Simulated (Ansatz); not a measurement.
# How fast states decay through LuScS2F2, part 3 of 3

A new crystal, LuScS2F2: structure, gap and complex bands. It is built by putting Sc for part of the Lu in the LuSF structure of space group R-3m, with the volume rescaled by atomic radii. The parent structure comes from the Materials Project.

Ansatz 0.2.0; LDA DFT, plane waves, PAW files (the session's first sound run).

So far, gap on path (eV): step 3 (band edges) 1.57.

The structure was built from a prototype and need not be the compound's stable phase.

## Step 6: Complex bands, plane (001)

Level of this step: LDA DFT, plane waves, PAW files; complex bands by layer matching along the plane's normal (Ansatz).

The same for the (001) plane, at (0, 0), (0, -0.5) and (0.5, 0), to see how the decay depends on direction.

File input.yaml:

```yaml
crystal:
  lattice:
    - [3.767888082, 0.0, 0.0]
    - [1.883944041, 3.263086798, 0.0]
    - [1.883944041, 1.087695599, 8.036564732]
  atoms:
    - { symbol: Sc, position: [0.0, 0.0, 0.0] }
    - { symbol: Lu, position: [0.5, 0.5, 0.5] }
    - { symbol: S, position: [0.3893179722, 0.3893179722, 0.8320460834] }
    - { symbol: S, position: [0.6106820278, 0.6106820278, 0.1679539166] }
    - { symbol: F, position: [0.1851277561, 0.1851277561, 0.4446167317] }
    - { symbol: F, position: [0.8148722439, 0.8148722439, 0.5553832683] }
kpoints:
  mp_grid: { grid: [8, 8, 8] }
scf:
  occupations: { method: fixed }
hamiltonian:
  xc: lda
output:
  eigenvalues: true
  transmission:
    leads: [[0, 0]]
    kpoints: [[0.0, 0.0], [0.0, -0.5], [0.5, 0.0]]
    e_range: [-1.0, 2.57]
    de: 0.07
```

Started as:

```bash
$ ansatz run input.yaml --threads 2 --pin off --max-ram 4096MiB --backend cpu --events-out ev --progress --plain --runs-dir out
```

Numbers of over 12 decimals in the logs are rounded to 6 here.

What it wrote:

```text
[...]
Crystal: 6 atoms, lattice volume = 98.809 Å³
Basis set: ecut = 420 eV, 1947 PW (Γ)
Bands: 38, of which v1, the nominal top of the filled ones, is band 31 counted from 1 (30 counted from 0)
Symmetry: 12 space group operations
[...]
k-points: 65 of 512
[...]
SCF iter   1: F=—  HF=-19920.587307 eV  |F-HF|=—  |Δ(HF+E_count)|=         —  Δρ=1.37e-2  dr2=1.50e-1  ethr=1.77e-3  ⟨swp⟩=5.0  Hψ=9463  notcnv=0  defer=301
[...]
SCF iter   9: F=-19920.541636 eV  HF=-19920.541636 eV  |F-HF|=1.02e-8  |Δ(HF+E_count)|=   1.26e-9  Δρ=4.18e-6  dr2=1.47e-8  ethr=1.61e-10  ⟨swp⟩=12.1  Hψ=12741  notcnv=0
SCF 1 converged in 9 iterations: F = -19920.541636 eV  dr2 = 1.47e-8
[...]
transmission: 12 of 36 steps passed
transmission: 24 of 36 steps passed
transmission: 36 of 36 steps passed
SCF converged after 9 iterations
Free energy (F): -19920.541636 eV
[...]
Internal energy: -19920.541636 eV  (E = F + TS)
E sigma→0 (E₀):  -19920.541636 eV
Fermi energy:    8.899244 eV
[...]
--- Band table (eV; the first three rows and the last of 65) ---
  k-point 0: bands = [... 27 lower, 6.8830, 8.3325, 8.8992, 8.8992, 11.2290, 11.2290, 11.3830, 12.5861, ... 3 higher]
  k-point 1: bands = [... 27 lower, 6.8914, 8.1651, 8.8721, 8.8721, 11.2331, 11.2331, 11.4662, 12.6668, ... 3 higher]
  k-point 2: bands = [... 27 lower, 6.9124, 7.7545, 8.8080, 8.8080, 11.2415, 11.2415, 11.6453, 12.8947, ... 3 higher]
  k-point 64: bands = [... 27 lower, 6.2098, 6.8159, 7.1812, 7.4420, 11.2994, 11.9932, 12.2289, 12.8879, ... 3 higher]
--- Transmission ---
  basis      : 109 plane waves across, 12 finite elements along
  points     : 3, as listed
[...]
crystal 0  : S2Sc1F2Lu1, at the sites [0, 0], period 8.0366 Å: whole cells are its period
[...]
channels       : 0.000000e0 a spin
[...]
slowest decay  : 0.2083 /Å at (0.0000, 0.0000)
```

Run time: 24 s. Hardware: 2 threads of Arm Neoverse V2, shared host; peak memory 0.48 GiB.

Numbers from this step:

* decay constant at the filling level, zone centre: 0.2083 Å⁻¹
* decay constant at the filling level, slowest listed point: 0.2083 Å⁻¹

K parallel (0, 0); values up to 1.5 1/Å, a degenerate pair printed once or twice; energies at which all values exceed this have no row. Table of Im kz of the slowest decaying states by energy, zero at the highest filled level on the SCF mesh:

| energy (eV) | decay 1 (Å⁻¹) | decay 2 (Å⁻¹) | decay 3 (Å⁻¹) | decay 4 (Å⁻¹) |
| --- | --- | --- | --- | --- |
| -1.00 | 0.366 | 0.950 | 1.10 | 1.48 |
| -0.79 | 0.341 | 0.929 | 1.10 | 1.42 |
| -0.65 | 0.316 | 0.914 | 1.10 | 1.39 |
| -0.44 | 0.0809 | 0.258 | 0.892 | 1.09 |
| -0.30 | 0.115 | 0.189 | 0.877 | 1.09 |
| -0.09 | 0.148 | 0.854 | 1.09 | 1.29 |
| -0.02 | 0.156 | 0.847 | 1.09 | 1.28 |
| 0.05 | 0.123 | 0.164 | 0.839 | 1.09 |
| 0.26 | 0.182 | 0.243 | 0.815 | 1.08 |
| 0.40 | 0.192 | 0.280 | 0.798 | 1.08 |
| 0.61 | 0.203 | 0.314 | 0.773 | 1.08 |
| 0.82 | 0.210 | 0.335 | 0.746 | 1.07 |
| 0.96 | 0.213 | 0.344 | 0.728 | 1.07 |
| 1.17 | 0.215 | 0.351 | 0.699 | 1.06 |
| 1.31 | 0.215 | 0.352 | 0.679 | 1.06 |
| 1.52 | 0.210 | 0.350 | 0.648 | 1.03 |
| 1.66 | 0.205 | 0.346 | 0.626 | 0.994 |
| 1.87 | 0.192 | 0.334 | 0.592 | 0.938 |
| 2.01 | 0.178 | 0.321 | 0.568 | 0.891 |
| 2.22 | 0.146 | 0.274 | 0.531 | 0.785 |
| 2.36 | 0.107 | 0.182 | 0.505 | 0.612 |
| 2.57 | 0.362 | 0.466 | 0.721 | 1.02 |

K parallel (0, -0.5); values up to 1.5 1/Å, a degenerate pair printed once or twice; energies at which all values exceed this have no row. The Im kz of the slowest decaying states by energy, zero at the highest filled level on the SCF mesh:

| energy (eV) | decay 1 (Å⁻¹) | decay 2 (Å⁻¹) | decay 3 (Å⁻¹) | decay 4 (Å⁻¹) |
| --- | --- | --- | --- | --- |
| -1.00 | 0.261 | 0.269 | 0.575 | 0.734 |
| -0.86 | 0.301 | 0.355 | 0.663 | 1.11 |
| -0.72 | 0.325 | 0.408 | 0.675 | 1.08 |
| -0.58 | 0.339 | 0.446 | 0.689 | 1.05 |
| -0.44 | 0.347 | 0.474 | 0.704 | 1.02 |
| -0.30 | 0.350 | 0.495 | 0.719 | 0.988 |
| -0.16 | 0.350 | 0.512 | 0.637 | 0.827 |
| -0.02 | 0.348 | 0.525 | 0.602 | 0.885 |
| 0.12 | 0.343 | 0.534 | 0.581 | 0.901 |
| 0.26 | 0.337 | 0.541 | 0.566 | 0.879 |
| 0.40 | 0.328 | 0.546 | 0.555 | 0.859 |
| 0.54 | 0.318 | 0.545 | 0.549 | 0.841 |
| 0.68 | 0.305 | 0.536 | 0.550 | 0.825 |
| 0.89 | 0.281 | 0.524 | 0.548 | 0.801 |
| 1.03 | 0.260 | 0.516 | 0.545 | 0.786 |
| 1.17 | 0.233 | 0.508 | 0.541 | 0.771 |
| 1.31 | 0.196 | 0.501 | 0.536 | 0.757 |
| 1.45 | 0.140 | 0.492 | 0.529 | 0.742 |
| 1.59 | 0.484 | 0.520 | 0.727 | 0.985 |
| 1.73 | 0.475 | 0.511 | 0.713 | 0.978 |
| 1.87 | 0.466 | 0.500 | 0.698 | 0.968 |
| 2.01 | 0.137 | 0.456 | 0.488 | 0.682 |
| 2.15 | 0.196 | 0.445 | 0.474 | 0.667 |
| 2.29 | 0.235 | 0.434 | 0.459 | 0.650 |
| 2.43 | 0.264 | 0.422 | 0.441 | 0.634 |
| 2.57 | 0.287 | 0.409 | 0.422 | 0.617 |

K parallel (0.5, 0); values up to 1.5 1/Å, a degenerate pair printed once or twice; energies at which all values exceed this have no row. The Im kz of the slowest decaying states by energy, zero at the highest filled level on the SCF mesh:

| energy (eV) | decay 1 (Å⁻¹) | decay 2 (Å⁻¹) | decay 3 (Å⁻¹) | decay 4 (Å⁻¹) |
| --- | --- | --- | --- | --- |
| -1.00 | 0.261 | 0.269 | 0.575 | 0.734 |
| -0.79 | 0.315 | 0.384 | 0.669 | 1.10 |
| -0.65 | 0.333 | 0.429 | 0.682 | 1.07 |
| -0.44 | 0.347 | 0.474 | 0.704 | 1.02 |
| -0.30 | 0.350 | 0.495 | 0.719 | 0.988 |
| -0.09 | 0.349 | 0.519 | 0.617 | 0.860 |
| -0.02 | 0.348 | 0.525 | 0.602 | 0.885 |
| 0.05 | 0.346 | 0.530 | 0.591 | 0.905 |
| 0.26 | 0.337 | 0.541 | 0.566 | 0.879 |
| 0.40 | 0.328 | 0.546 | 0.555 | 0.859 |
| 0.61 | 0.312 | 0.540 | 0.550 | 0.833 |
| 0.82 | 0.290 | 0.528 | 0.549 | 0.809 |
| 0.96 | 0.271 | 0.520 | 0.547 | 0.794 |
| 1.17 | 0.233 | 0.508 | 0.541 | 0.771 |
| 1.31 | 0.196 | 0.501 | 0.536 | 0.757 |
| 1.52 | 0.0922 | 0.488 | 0.525 | 0.735 |
| 1.66 | 0.480 | 0.516 | 0.720 | 0.982 |
| 1.87 | 0.466 | 0.500 | 0.698 | 0.968 |
| 2.01 | 0.137 | 0.456 | 0.488 | 0.682 |
| 2.22 | 0.217 | 0.440 | 0.466 | 0.659 |
| 2.36 | 0.250 | 0.428 | 0.450 | 0.642 |
| 2.57 | 0.287 | 0.409 | 0.422 | 0.617 |

At the listed wavevectors the last open channel is at -0.02 eV and the next at +1.59 eV on the grid. At +0.75 eV, the grid energy nearest the filling level (the middle of the gap on the SCF mesh), the slowest state at the listed wavevectors decays with κ = 0.208 Å⁻¹, its amplitude falling by e over 4.8 Å; the first such run, plane (101), gave 0.192 Å⁻¹.

## Step 7: Band edges at another level

This step: PBE DFT, plane waves, PAW files (Ansatz 0.2.0).

The edges again with PBE, at the same atoms.

File input.yaml:

```yaml
crystal:
  lattice:
    - [1.8839440412, 1.0876955993, 8.0365647322]
    - [-1.8839440412, 1.0876955993, 8.0365647322]
    - [0.0, -2.1753911987, 8.0365647322]
  atoms:
    - { symbol: Sc, position: [0.0, 0.0, 0.0] }
    - { symbol: Lu, position: [0.5, 0.5, 0.5] }
    - { symbol: S, position: [0.6106820278, 0.6106820278, 0.6106820278] }
    - { symbol: S, position: [0.3893179722, 0.3893179722, 0.3893179722] }
    - { symbol: F, position: [0.8148722439, 0.8148722439, 0.8148722439] }
    - { symbol: F, position: [0.1851277561, 0.1851277561, 0.1851277561] }
kpoints:
  mp_grid: { grid: [8, 8, 8] }
  band_path: { path: [VBM, CBM], npoints: 30 }
scf:
  occupations: { method: fixed }
hamiltonian:
  xc: pbe
output:
  eigenvalues: true
```

What it wrote:

```text
[...]
Crystal: 6 atoms, lattice volume = 98.809 Å³
Basis set: ecut = 420 eV, 1947 PW (Γ), FFT grids on a1−a3, a2−a3, a3
Bands: 38, of which v1, the nominal top of the filled ones, is band 31 counted from 1 (30 counted from 0)
Symmetry: 12 space group operations
[...]
k-points: 65 of 512
[...]
SCF iter   1: F=—  HF=-20300.371242 eV  |F-HF|=—  |Δ(HF+E_count)|=         —  Δρ=1.45e-3  dr2=1.61e-3  ethr=1.77e-3  ⟨swp⟩=5.0  Hψ=9452  notcnv=0  defer=298
[...]
SCF iter   7: F=-20300.368697 eV  HF=-20300.368697 eV  |F-HF|=5.18e-9  |Δ(HF+E_count)|=   2.78e-7  Δρ=6.28e-6  dr2=4.41e-8  ethr=1.61e-10  ⟨swp⟩=11.1  Hψ=14625  notcnv=0
SCF 1 converged in 7 iterations: F = -20300.368697 eV  dr2 = 4.41e-8
[...]
SCF converged after 7 iterations
Free energy (F): -20300.368697 eV
[...]
Internal energy: -20300.368697 eV  (E = F + TS)
E sigma→0 (E₀):  -20300.368697 eV
Fermi energy:    9.149272 eV
[...]
--- Band table (eV; the first three rows and the last of 65) ---
  k-point 0: bands = [... 27 lower, 7.1727, 8.6094, 9.1493, 9.1493, 11.6391, 11.6391, 11.8025, 13.0394, ... 3 higher]
  k-point 1: bands = [... 27 lower, 7.2273, 8.4474, 8.7026, 8.8931, 11.6065, 11.8904, 12.0013, 12.9648, ... 3 higher]
  k-point 2: bands = [... 27 lower, 7.3555, 7.3640, 8.4279, 8.5444, 11.4281, 12.2685, 12.3095, 13.1586, ... 3 higher]
  k-point 64: bands = [... 27 lower, 7.2313, 7.3530, 8.9853, 8.9853, 11.6568, 11.6568, 12.2823, 14.0194, ... 3 higher]
```

Wall time 14 s (2 threads); peak memory 0.49 GiB; 27 s of CPU time.

Numbers from this step:

```yaml
free_energy: -20300.3687 eV
fermi_energy: 9.149 eV
gap_on_the_k_mesh: 1.749 eV
gap_on_path: 1.749 eV, by band count; negative where bands overlap
direct_gap_on_path: 2.490 eV
```

Electronic bands along the path, in eV, zero at the Fermi level (highest filled level under fixed occupations); v1 is the highest filled band, c1 the lowest empty one:

| point | v4 | v3 | v2 | v1 | c1 | c2 | c3 | c4 |
| --- | --- | --- | --- | --- | --- | --- | --- | --- |
| VBM | -1.98 | -0.54 | 0.00 | 0.00 | 2.49 | 2.49 | 2.65 | 3.89 |
| halfway | -1.81 | -1.81 | -0.69 | -0.64 | 2.12 | 3.20 | 3.35 | 3.95 |
| CBM | -2.43 | -1.69 | -1.25 | -1.11 | 1.75 | 3.47 | 3.54 | 4.10 |

The searched edges give 1.75 eV, as on the mesh.

Between step 3 and this run (PBE) the value for the gap on path moves from 1.57 eV to 1.75 eV.

## Step 8: Complex bands at another level

This step: PBE DFT, plane waves, PAW files; complex bands by layer matching along the plane's normal (Ansatz 0.2.0).

The complex bands at that level, over its own gap, at (0, 0) and (0, -0.5).

File input.yaml:

```yaml
crystal:
  lattice:
    - [3.767888082, 0.0, 0.0]
    - [1.883944041, 8.109836892, 0.0]
    - [1.883944041, -0.437646922, 3.233604896]
  atoms:
    - { symbol: Sc, position: [0.0, 0.0, 0.0] }
    - { symbol: Lu, position: [0.0, 0.5, 0.5] }
    - { symbol: S, position: [0.7786359444, 0.8320460834, 0.6106820278] }
    - { symbol: S, position: [0.2213640556, 0.1679539166, 0.3893179722] }
    - { symbol: F, position: [0.3702555122, 0.4446167317, 0.8148722439] }
    - { symbol: F, position: [0.6297444878, 0.5553832683, 0.1851277561] }
kpoints:
  mp_grid: { grid: [8, 8, 8] }
scf:
  occupations: { method: fixed }
hamiltonian:
  xc: pbe
output:
  eigenvalues: true
  transmission:
    leads: [[0, 0]]
    kpoints: [[0.0, 0.0], [0.0, -0.5]]
    e_range: [-1.0, 2.75]
    de: 0.09
```

What it wrote:

```text
[...]
Crystal: 6 atoms, lattice volume = 98.809 Å³
Basis set: ecut = 420 eV, 1947 PW (Γ)
Bands: 38, of which v1, the nominal top of the filled ones, is band 31 counted from 1 (30 counted from 0)
Symmetry: 12 space group operations
[...]
k-points: 65 of 512
[...]
SCF iter   1: F=—  HF=-20300.371460 eV  |F-HF|=—  |Δ(HF+E_count)|=         —  Δρ=1.46e-3  dr2=1.63e-3  ethr=1.77e-3  ⟨swp⟩=5.0  Hψ=9434  notcnv=0  defer=301
[...]
SCF iter   7: F=-20300.368698 eV  HF=-20300.368698 eV  |F-HF|=5.07e-9  |Δ(HF+E_count)|=   2.82e-7  Δρ=6.21e-6  dr2=4.32e-8  ethr=1.61e-10  ⟨swp⟩=11.2  Hψ=14572  notcnv=0
SCF 1 converged in 7 iterations: F = -20300.368698 eV  dr2 = 4.32e-8
[...]
transmission: 6 of 12 steps passed
transmission: 12 of 12 steps passed
SCF converged after 7 iterations
Free energy (F): -20300.368698 eV
[...]
Internal energy: -20300.368698 eV  (E = F + TS)
E sigma→0 (E₀):  -20300.368698 eV
Fermi energy:    9.149274 eV
[...]
--- Band table (eV; the first three rows and the last of 65) ---
  k-point 0: bands = [... 27 lower, 7.1727, 8.6094, 9.1493, 9.1493, 11.6391, 11.6391, 11.8025, 13.0394, ... 3 higher]
  k-point 1: bands = [... 27 lower, 7.2273, 8.4474, 8.7026, 8.8931, 11.6065, 11.8904, 12.0013, 12.9648, ... 3 higher]
  k-point 2: bands = [... 27 lower, 7.3555, 7.3640, 8.4279, 8.5444, 11.4281, 12.2685, 12.3095, 13.1586, ... 3 higher]
  k-point 64: bands = [... 27 lower, 6.5198, 7.1151, 7.4707, 7.7265, 11.7230, 12.3975, 12.6262, 13.3306, ... 3 higher]
--- Transmission ---
  basis      : 269 plane waves across, 6 finite elements along
  points     : 2, as listed
[...]
channels       : 0.000000e0 a spin
[...]
slowest decay  : 0.2072 /Å at (0.0000, 0.0000)
```

The job ended after 62 s (2 threads; peak memory 0.83 GiB).

This step gave:

- level to which the leads are filled: 0.8746 eV from the Fermi level
- decay constant at the filling level, zone centre: 0.2072 Å⁻¹
- decay constant at the filling level, slowest listed point: 0.2072 Å⁻¹

K parallel (0, 0); values up to 1.5 1/Å, a degenerate pair printed once or twice; energies at which all values exceed this have no row. Im kz of the slowest decaying states against energy, zero at the highest filled level on the SCF mesh:

| energy (eV) | decay 1 (Å⁻¹) | decay 2 (Å⁻¹) | decay 3 (Å⁻¹) | decay 4 (Å⁻¹) |
| --- | --- | --- | --- | --- |
| -1.00 | 0.255 | 0.533 | 0.577 | 0.603 |
| -0.82 | 0.228 | 0.540 | 0.582 | 0.602 |
| -0.73 | 0.203 | 0.543 | 0.584 | 0.601 |
| -0.55 | 0.0585 | 0.550 | 0.588 | 0.599 |
| -0.37 | 0.139 | 0.557 | 0.592 | 0.595 |
| -0.28 | 0.196 | 0.561 | 0.592 | 0.593 |
| -0.10 | 0.264 | 0.575 | 0.579 | 0.595 |
| -0.01 | 0.288 | 0.577 | 0.596 | 0.888 |
| 0.17 | 0.104 | 0.172 | 0.326 | 0.576 |
| 0.35 | 0.144 | 0.234 | 0.354 | 0.575 |
| 0.44 | 0.159 | 0.255 | 0.365 | 0.574 |
| 0.62 | 0.183 | 0.285 | 0.385 | 0.571 |
| 0.80 | 0.200 | 0.305 | 0.400 | 0.566 |
| 0.89 | 0.207 | 0.312 | 0.407 | 0.564 |
| 1.07 | 0.218 | 0.320 | 0.417 | 0.557 |
| 1.25 | 0.226 | 0.322 | 0.425 | 0.549 |
| 1.34 | 0.229 | 0.321 | 0.428 | 0.543 |
| 1.52 | 0.231 | 0.314 | 0.432 | 0.528 |
| 1.70 | 0.230 | 0.300 | 0.434 | 0.504 |
| 1.79 | 0.227 | 0.291 | 0.434 | 0.467 |
| 1.97 | 0.218 | 0.265 | 0.290 | 0.431 |
| 2.06 | 0.0421 | 0.211 | 0.248 | 0.429 |
| 2.24 | 0.186 | 0.200 | 0.422 | 0.522 |
| 2.42 | 0.112 | 0.130 | 0.413 | 0.496 |
| 2.51 | 0.0649 | 0.408 | 0.480 | 0.519 |
| 2.69 | 0.271 | 0.397 | 0.434 | 0.513 |

K parallel (0, 0). The Re kz of states that move upwards by energy, zero at the highest filled level on the SCF mesh:

| energy (eV) | channel 1 (Å⁻¹) | channel 2 (Å⁻¹) | channel 3 (Å⁻¹) |
| --- | --- | --- | --- |
| -1.00 | -0.678 | -0.664 | -0.306 |
| -0.82 | -0.599 | -0.542 | -0.268 |
| -0.64 | -0.507 | -0.442 | -0.229 |
| -0.46 | -0.350 | -0.349 | - |
| -0.28 | -0.256 | -0.144 | - |
| -0.10 | -0.144 | -0.0833 | - |
| -0.01 | -0.0442 | -0.0259 | - |
| 0.08 | - | - | - |
| 0.26 | - | - | - |
| 0.44 | - | - | - |
| 0.62 | - | - | - |
| 0.80 | - | - | - |
| 0.89 | - | - | - |
| 1.07 | - | - | - |
| 1.25 | - | - | - |
| 1.43 | - | - | - |
| 1.61 | - | - | - |
| 1.79 | - | - | - |
| 1.97 | - | - | - |
| 2.15 | -0.673 | - | - |
| 2.33 | -0.421 | - | - |
| 2.51 | 0.0627 | - | - |
| 2.69 | 0.105 | 0.212 | - |

K parallel (0, -0.5); values up to 1.5 1/Å, a degenerate pair printed once or twice; energies at which all values exceed this have no row. The Im kz of the slowest decaying states by energy, zero at the highest filled level on the SCF mesh:

| energy (eV) | decay 1 (Å⁻¹) | decay 2 (Å⁻¹) | decay 3 (Å⁻¹) | decay 4 (Å⁻¹) |
| --- | --- | --- | --- | --- |
| -1.00 | 0.186 | 0.356 | 0.530 | 0.604 |
| -0.73 | 0.297 | 0.408 | 0.544 | 0.613 |
| -0.46 | 0.358 | 0.436 | 0.554 | 0.620 |
| -0.19 | 0.400 | 0.454 | 0.560 | 0.626 |
| -0.01 | 0.110 | 0.180 | 0.423 | 0.461 |
| 0.08 | 0.136 | 0.220 | 0.432 | 0.464 |
| 0.35 | 0.188 | 0.291 | 0.457 | 0.469 |
| 0.62 | 0.222 | 0.329 | 0.468 | 0.475 |
| 0.80 | 0.237 | 0.342 | 0.462 | 0.484 |
| 1.07 | 0.254 | 0.351 | 0.439 | 0.491 |
| 1.34 | 0.264 | 0.346 | 0.378 | 0.491 |
| 1.61 | 0.239 | 0.266 | 0.328 | 0.483 |
| 1.88 | 0.260 | 0.296 | 0.466 | 0.477 |
| 2.15 | 0.240 | 0.240 | 0.440 | 0.463 |
| 2.42 | 0.128 | 0.181 | 0.403 | 0.446 |
| 2.69 | 0.211 | 0.366 | 0.424 | 0.616 |

K parallel (0, -0.5). Table of Re kz of states that move upwards by energy, zero at the highest filled level on the SCF mesh:

| energy (eV) | channel 1 (Å⁻¹) | channel 2 (Å⁻¹) |
| --- | --- | --- |
| -1.00 | -0.740 | -0.359 |
| -0.91 | -0.650 | -0.336 |
| -0.82 | -0.578 | -0.313 |
| -0.73 | -0.516 | -0.291 |
| -0.64 | -0.458 | -0.267 |
| -0.46 | -0.348 | -0.217 |
| -0.37 | -0.290 | -0.187 |
| -0.28 | -0.225 | -0.152 |
| -0.19 | -0.131 | -0.0989 |
| -0.10 | - | - |
| -0.01 | - | - |
| 0.08 | - | - |
| 0.17 | - | - |
| 0.26 | - | - |
| 0.44 | - | - |
| 0.53 | - | - |
| 0.62 | - | - |
| 0.71 | - | - |
| 0.80 | - | - |
| 0.89 | - | - |
| 0.98 | - | - |
| 1.07 | - | - |
| 1.16 | - | - |
| 1.25 | - | - |
| 1.43 | - | - |
| 1.52 | - | - |
| 1.61 | - | - |
| 1.70 | - | - |
| 1.79 | -0.890 | - |
| 1.88 | -0.779 | - |
| 1.97 | -0.700 | - |
| 2.06 | -0.632 | - |
| 2.15 | -0.568 | - |
| 2.33 | -0.436 | - |
| 2.42 | -0.353 | - |
| 2.51 | -0.0301 | - |
| 2.60 | 0.0860 | - |
| 2.69 | 0.148 | - |

At the listed wavevectors the last open channel is at -0.01 eV and the next at +1.79 eV on the grid. At +0.89 eV, the grid energy nearest the filling level (the middle of the gap on the SCF mesh), the slowest state at the listed wavevectors decays with κ = 0.207 Å⁻¹, its amplitude falling by e over 4.8 Å; the first such run, plane (101), gave 0.192 Å⁻¹.

## Step 9: Results

- band gap: 1.57 eV
- least decay constant at mid-gap, normal to (101): 0.192 Å⁻¹
- least decay constant at mid-gap, normal to (001): 0.208 Å⁻¹
- least decay constant on a mesh, normal to (101): 0.191 Å⁻¹
- least decay constant, PBE: 0.207 Å⁻¹

What this shows: With LDA, the slowest decay at the wavevectors tried is κ = 0.192 Å⁻¹, normal to (101). Through such a film the transmission near mid-gap falls as exp(−2κd), a factor of ten every 6.0 Å. The directions tried decay at nearly the same rate. A free electron under a barrier of half the gap would need a mass of 0.18 mₑ to decay at this rate. With PBE the gap goes from 1.57 to 1.75 eV and the decay constant, over the first 2 listed wavevectors, from 0.192 to 0.207 Å⁻¹. The compound is made up by substitution; its stability against other phases and against distortions of the cell's symmetry was not tested. A semilocal functional narrows gaps, so real decay constants are likely larger.

[Logs are printed without paths, hosts, clocks, repeated set-up lines and the standing remarks that a program may print on its own settings, such as how far it seeks lower states.]

[Hosts, paths, dates, database ids (printed as entryN), source tags and the programs' standing remarks are cut or masked in the printed files.]
